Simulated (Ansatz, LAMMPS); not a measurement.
# Elastic response of amorphous 65GeO2-35La2O3 (mol %) (96 atoms), part 2 of 4

Aim: relax amorphous 65GeO2-35La2O3 (mol %) (96 atoms), then change its volume and shape to read moduli from the stress.

Ansatz 0.2.0; Kohn-Sham DFT, PBE, PAW (set soft_2), plane waves.

The cell: 17 Ge, 18 La and 61 O. The quench rate of 20 K/ps far exceeds what a furnace or splat quench reaches. The network of bonds at the start is that of the classical potential that made the cell. Sampling is at Γ alone. Spin–orbit coupling is left out.

So far. Step 2 (Single point at the start): The r.m.s. force at the start is 0.70 eV/Å.

### Step 3. Cell and atoms relaxed

Cell and atoms are freed together, to release stress as well as forces.

The input, input.yaml:

```yaml
crystal:
  lattice:
    - [11.67119, 0.0, 0.0]
    - [0.0, 11.67119, 0.0]
    - [0.0, 0.0, 11.67119]
  atoms:
    [... the 96 atom lines of step 2 ...]
kpoints:
  mp_grid: { grid: [1, 1, 1] }
hamiltonian:
  xc: pbe
scf:
  occupations: { method: gaussian, width: 0.05 }
output:
  forces: true
relax:
  f_tol: 0.05
  max_steps: 150
  cell: {}
```

Run with:

```
ansatz run input.yaml --threads 4 --pin off --max-ram 8192MiB --backend cpu --events-out ev --progress --plain --runs-dir out
```

Numbers of over 12 decimals in the logs are rounded to 6 here.

Log:

```text
[...]
Crystal: 96 atoms, lattice volume = 1589.811 Å³
Basis set: ecut = 420 eV, 31103 PW (Γ), exchange–correlation on 160×160×160 points (8 copies of the dense FFT grid, shifted against one another)
Bands: 497, of which v1, the nominal top of the filled ones, is band 401 counted from 1 (400 counted from 0)
Symmetry: 1 space group operations
[...]
k-points: 1
[...]
SCF iter   1: F=—  HF=-220211.369642 eV  |F-HF|=—  |Δ(HF+E_count)|=         —  Δρ=3.03e-3  dr2=1.78e-1  ethr=1.77e-3  ⟨swp⟩=5.0  Hψ=2000  notcnv=0
[...]
SCF iter  10: F=—  HF=-220211.363067 eV  |F-HF|=—  |Δ(HF+E_count)|=   3.64e-7  Δρ=2.73e-6  dr2=1.30e-7  ethr=8.61e-11  ⟨swp⟩=2.0  Hψ=791  notcnv=0  defer=89
SCF iter  11: F=-220211.363067 eV  HF=-220211.363067 eV  |F-HF|=3.00e-9  |Δ(HF+E_count)|=   1.11e-7  Δρ=1.31e-6  dr2=2.84e-8  ethr=1.25e-11  ⟨swp⟩=4.0  Hψ=1411  notcnv=0
SCF 1 converged in 11 iterations: F = -220211.363067 eV  dr2 = 2.84e-8
[...]
relax step   1: F+E_penalty+E_count = -220211.36306683 eV  Δ(F+E_penalty+E_count) = +0.000e0 eV  max|allowed force component| = 2.182e0 eV/Å  Δτ_max = 0.0000 Å  P = +1.593 GPa  Ω = 1589.811 Å³  (11 SCF iters, dr2 threshold 1.00e-7 eV, accepted)
[... from here on, the SCF cycles and remarks between the steps are left out ...]
relax step   2: F+E_penalty+E_count = -220214.27906333 eV  Δ(F+E_penalty+E_count) = -2.916e0 eV  max|allowed force component| = 1.262e0 eV/Å  Δτ_max = 0.1986 Å  P = +2.790 GPa  Ω = 1556.791 Å³  energy of the carried Pulay correction = +9.498e-2 eV  (9 SCF iters, dr2 threshold 9.60e-6 eV, accepted)
relax step   3: F+E_penalty+E_count = -220215.49514935 eV  Δ(F+E_penalty+E_count) = -1.216e0 eV  max|allowed force component| = 9.118e-1 eV/Å  Δτ_max = 0.1498 Å  P = +0.863 GPa  Ω = 1572.450 Å³  energy of the carried Pulay correction = +4.969e-2 eV  (8 SCF iters, dr2 threshold 9.60e-6 eV, accepted)
relax step   4: F+E_penalty+E_count = -220216.20755784 eV  Δ(F+E_penalty+E_count) = -7.124e-1 eV  max|allowed force component| = 4.263e-1 eV/Å  Δτ_max = 0.2000 Å  P = +0.197 GPa  Ω = 1577.392 Å³  energy of the carried Pulay correction = +3.549e-2 eV  (8 SCF iters, dr2 threshold 9.60e-6 eV, accepted)
relax step   5: F+E_penalty+E_count = -220216.51011672 eV  Δ(F+E_penalty+E_count) = -3.026e-1 eV  max|allowed force component| = 2.517e-1 eV/Å  Δτ_max = 0.2000 Å  P = +0.061 GPa  Ω = 1578.912 Å³  energy of the carried Pulay correction = +3.113e-2 eV  (8 SCF iters, dr2 threshold 9.60e-6 eV, accepted)
relax step   6: F+E_penalty+E_count = -220216.74966924 eV  Δ(F+E_penalty+E_count) = -2.396e-1 eV  max|allowed force component| = 2.915e-1 eV/Å  Δτ_max = 0.1950 Å  P = -0.227 GPa  Ω = 1580.776 Å³  energy of the carried Pulay correction = +2.579e-2 eV  (8 SCF iters, dr2 threshold 3.96e-6 eV, accepted)
relax step   7: F+E_penalty+E_count = -220216.94160019 eV  Δ(F+E_penalty+E_count) = -1.919e-1 eV  max|allowed force component| = 2.968e-1 eV/Å  Δτ_max = 0.2000 Å  P = -0.285 GPa  Ω = 1582.295 Å³  energy of the carried Pulay correction = +2.144e-2 eV  (9 SCF iters, dr2 threshold 5.31e-6 eV, accepted)
relax step   8: F+E_penalty+E_count = -220217.09258590 eV  Δ(F+E_penalty+E_count) = -1.510e-1 eV  max|allowed force component| = 3.652e-1 eV/Å  Δτ_max = 0.1948 Å  P = -0.170 GPa  Ω = 1580.358 Å³  energy of the carried Pulay correction = +2.699e-2 eV  (8 SCF iters, dr2 threshold 5.51e-6 eV, accepted)
relax step   9: F+E_penalty+E_count = -220217.28623039 eV  Δ(F+E_penalty+E_count) = -1.936e-1 eV  max|allowed force component| = 2.132e-1 eV/Å  Δτ_max = 0.2000 Å  P = -0.024 GPa  Ω = 1580.664 Å³  energy of the carried Pulay correction = +2.611e-2 eV  (8 SCF iters, dr2 threshold 8.34e-6 eV, accepted)
relax step  10: F+E_penalty+E_count = -220217.38708375 eV  Δ(F+E_penalty+E_count) = -1.009e-1 eV  max|allowed force component| = 2.148e-1 eV/Å  Δτ_max = 0.1951 Å  P = -0.000 GPa  Ω = 1581.368 Å³  energy of the carried Pulay correction = +2.410e-2 eV  (8 SCF iters, dr2 threshold 2.84e-6 eV, accepted)
relax step  11: F+E_penalty+E_count = -220217.42597452 eV  Δ(F+E_penalty+E_count) = -3.889e-2 eV  max|allowed force component| = 2.929e-1 eV/Å  Δτ_max = 0.1904 Å  P = -0.081 GPa  Ω = 1580.460 Å³  energy of the carried Pulay correction = +2.670e-2 eV  (8 SCF iters, dr2 threshold 2.88e-6 eV, accepted)
relax step  12: F+E_penalty+E_count = -220217.47157816 eV  Δ(F+E_penalty+E_count) = -4.560e-2 eV  max|allowed force component| = 1.499e-1 eV/Å  Δτ_max = 0.2000 Å  P = +0.011 GPa  Ω = 1579.486 Å³  energy of the carried Pulay correction = +2.949e-2 eV  (8 SCF iters, dr2 threshold 5.36e-6 eV, accepted)
relax step  13: F+E_penalty+E_count = -220217.49824689 eV  Δ(F+E_penalty+E_count) = -2.667e-2 eV  max|allowed force component| = 6.637e-2 eV/Å  Δτ_max = 0.0770 Å  P = +0.021 GPa  Ω = 1579.705 Å³  energy of the carried Pulay correction = +2.886e-2 eV  (8 SCF iters, dr2 threshold 1.40e-6 eV, accepted)
[...]
relax step  18: F+E_penalty+E_count = -220217.50328951 eV  Δ(F+E_penalty+E_count) = +9.354e-3 eV  max|allowed force component| = 1.238e-1 eV/Å  Δτ_max = 0.0658 Å  P = -0.024 GPa  Ω = 1580.140 Å³  energy of the carried Pulay correction = +2.761e-2 eV  (9 SCF iters, dr2 threshold 3.58e-7 eV, rejected (line search))
relax step  19: F+E_penalty+E_count = -220217.51507058 eV  Δ(F+E_penalty+E_count) = -2.427e-3 eV  max|allowed force component| = 2.901e-2 eV/Å  Δτ_max = 0.0255 Å  P = +0.010 GPa  Ω = 1579.243 Å³  energy of the carried Pulay correction = +3.018e-2 eV  (12 SCF iters, accepted)
relax step  20: F+E_penalty+E_count = -220217.54708742 eV  Δ(F+E_penalty+E_count) = -3.202e-2 eV  max|allowed force component| = 2.946e-2 eV/Å  Δτ_max = 0.0000 Å  P = +0.037 GPa  Ω = 1579.243 Å³  stress off target by 2.94e-1 GPa  SCF on the basis re-selected at this cell (its energy is not comparable with the rows above)  (9 SCF iters)
relax step  21: F+E_penalty+E_count = -220217.56407401 eV  Δ(F+E_penalty+E_count) = -1.699e-2 eV  max|allowed force component| = 6.333e-2 eV/Å  Δτ_max = 0.1000 Å  P = +0.008 GPa  Ω = 1580.070 Å³  energy of the carried Pulay correction = -2.599e-3 eV  (9 SCF iters, dr2 threshold 2.16e-7 eV, accepted)
relax step  22: F+E_penalty+E_count = -220217.59831750 eV  Δ(F+E_penalty+E_count) = -3.424e-2 eV  max|allowed force component| = 1.667e-1 eV/Å  Δτ_max = 0.1462 Å  P = -0.019 GPa  Ω = 1580.917 Å³  energy of the carried Pulay correction = -5.368e-3 eV  (9 SCF iters, dr2 threshold 2.51e-7 eV, accepted)
relax step  23: F+E_penalty+E_count = -220217.64280271 eV  Δ(F+E_penalty+E_count) = -4.449e-2 eV  max|allowed force component| = 2.379e-1 eV/Å  Δτ_max = 0.1937 Å  P = -0.037 GPa  Ω = 1581.680 Å³  energy of the carried Pulay correction = -7.903e-3 eV  (8 SCF iters, dr2 threshold 1.74e-6 eV, accepted)
relax step  24: F+E_penalty+E_count = -220217.68011572 eV  Δ(F+E_penalty+E_count) = -3.731e-2 eV  max|allowed force component| = 1.728e-1 eV/Å  Δτ_max = 0.1928 Å  P = -0.011 GPa  Ω = 1582.815 Å³  energy of the carried Pulay correction = -1.143e-2 eV  (8 SCF iters, dr2 threshold 3.54e-6 eV, accepted)
relax step  25: F+E_penalty+E_count = -220217.74604910 eV  Δ(F+E_penalty+E_count) = -6.593e-2 eV  max|allowed force component| = 2.370e-1 eV/Å  Δτ_max = 0.2000 Å  P = +0.094 GPa  Ω = 1580.966 Å³  energy of the carried Pulay correction = -6.020e-3 eV  (9 SCF iters, dr2 threshold 1.87e-6 eV, accepted)
relax step  26: F+E_penalty+E_count = -220217.75331294 eV  Δ(F+E_penalty+E_count) = -7.264e-3 eV  max|allowed force component| = 1.533e-1 eV/Å  Δτ_max = 0.0502 Å  P = +0.020 GPa  Ω = 1582.263 Å³  energy of the carried Pulay correction = -9.758e-3 eV  (7 SCF iters, dr2 threshold 3.51e-6 eV, accepted)
relax step  27: F+E_penalty+E_count = -220217.73512369 eV  Δ(F+E_penalty+E_count) = +1.819e-2 eV  max|allowed force component| = 1.817e-1 eV/Å  Δτ_max = 0.2000 Å  P = -0.056 GPa  Ω = 1581.905 Å³  energy of the carried Pulay correction = -9.025e-3 eV  (9 SCF iters, dr2 threshold 1.47e-6 eV, rejected (line search))
relax step  28: F+E_penalty+E_count = -220217.76616374 eV  Δ(F+E_penalty+E_count) = -1.285e-2 eV  max|allowed force component| = 1.334e-1 eV/Å  Δτ_max = 0.0699 Å  P = -0.022 GPa  Ω = 1581.353 Å³  energy of the carried Pulay correction = -7.272e-3 eV  (13 SCF iters, accepted)
relax step  29: F+E_penalty+E_count = -220217.76998132 eV  Δ(F+E_penalty+E_count) = -3.818e-3 eV  max|allowed force component| = 4.184e-2 eV/Å  Δτ_max = 0.0553 Å  P = -0.019 GPa  Ω = 1582.414 Å³  energy of the carried Pulay correction = -1.032e-2 eV  (8 SCF iters, dr2 threshold 1.11e-6 eV, accepted)
relax step  30: F+E_penalty+E_count = -220217.80517477 eV  Δ(F+E_penalty+E_count) = -3.519e-2 eV  max|allowed force component| = 4.155e-2 eV/Å  Δτ_max = 0.0000 Å  P = +0.010 GPa  Ω = 1582.414 Å³  stress off target by 1.48e-1 GPa  SCF on the basis re-selected at this cell (its energy is not comparable with the rows above)  (9 SCF iters)
relax step  31: F+E_penalty+E_count = -220217.80711848 eV  Δ(F+E_penalty+E_count) = -1.944e-3 eV  max|allowed force component| = 3.428e-2 eV/Å  Δτ_max = 0.0267 Å  P = -0.001 GPa  Ω = 1583.225 Å³  energy of the carried Pulay correction = -2.009e-3 eV  (9 SCF iters, dr2 threshold 5.45e-8 eV, accepted)
relax step  32: F+E_penalty+E_count = -220217.80977028 eV  Δ(F+E_penalty+E_count) = -2.652e-3 eV  max|allowed force component| = 3.446e-2 eV/Å  Δτ_max = 0.0000 Å  P = -0.000 GPa  Ω = 1583.225 Å³  stress off target by 3.09e-2 GPa  SCF on the basis re-selected at this cell (its energy is not comparable with the rows above)  (6 SCF iters)
[...]
SCF converged after 6 iterations
Free energy (F): -220217.809770 eV
[...]
Internal energy: -220217.809770 eV  (E = F + TS)
E sigma→0 (E₀):  -220217.809770 eV
Fermi energy:    7.735824 eV
[...]
Σ components = -220217.809770   (vs F -220217.809770, Δ=0.00e0)
--- Forces (eV/Å), atoms counted from 1 ---
  atom   1  Ge    -0.00647545    -0.01039959     0.00274137
  atom   2  Ge     0.00182254     0.00199099     0.00659414
  atom   3  Ge    -0.01060161     0.00593732    -0.00343109
  atom   4  Ge     0.01286972    -0.00159126     0.00835490
[...]
atom  96  O     -0.00121151     0.01297315     0.00241372
  max |Σ_I F_I| component: 5.57e-6 eV/Å
--- Stress (GPa, compression-positive) ---
       -0.003438       0.005784       0.006105
        0.005784       0.029900      -0.001670
        0.006105      -0.001670      -0.027451
  P = ⅓ Tr σ = -0.0003 GPa (-0.003 kbar)
--- Relaxed structure (29 steps of the walk, 26 accepted, 3 SCFs on fresh bases) ---
  F+E_penalty+E_count = -220217.80977028 eV   max|allowed force component| = 3.446e-2 eV/Å   (the final SCF, on the basis selected at the relaxed cell)
  cell:  # Å, volume = 1583.2254 Å³
    - [11.209163, 0.338263, -0.032457]
    - [0.338263, 12.210642, -0.110221]
    - [-0.032457, -0.110221, 11.578025]
  atoms:
    - { symbol: Ge, position: [0.629501, -0.00510753, 0.881446] }
    - { symbol: Ge, position: [0.685237, 0.071244, 0.636402] }
    - { symbol: Ge, position: [0.856968, 0.534063, 0.838014] }
    - { symbol: Ge, position: [0.896689, 0.318776, 0.425022] }
[...]
- { symbol: O, position: [0.484763, 0.370549, 0.255673] }
```

Wall time 8 min (4 threads of Intel Xeon Platinum 8488C (Sapphire Rapids), shared host); peak memory 2.6 GiB.

The relaxation converged after 29 steps, with a largest force component of 0.034 eV/Å.

(Continued in part 3 of 4.)

[Logs are printed without paths, hosts, clocks, repeated set-up lines and the standing remarks that a program may print on its own settings, such as how far it seeks lower states.]

[Hosts, paths, dates, database ids (printed as entryN), source tags and the programs' standing remarks are cut or masked in the printed files.]
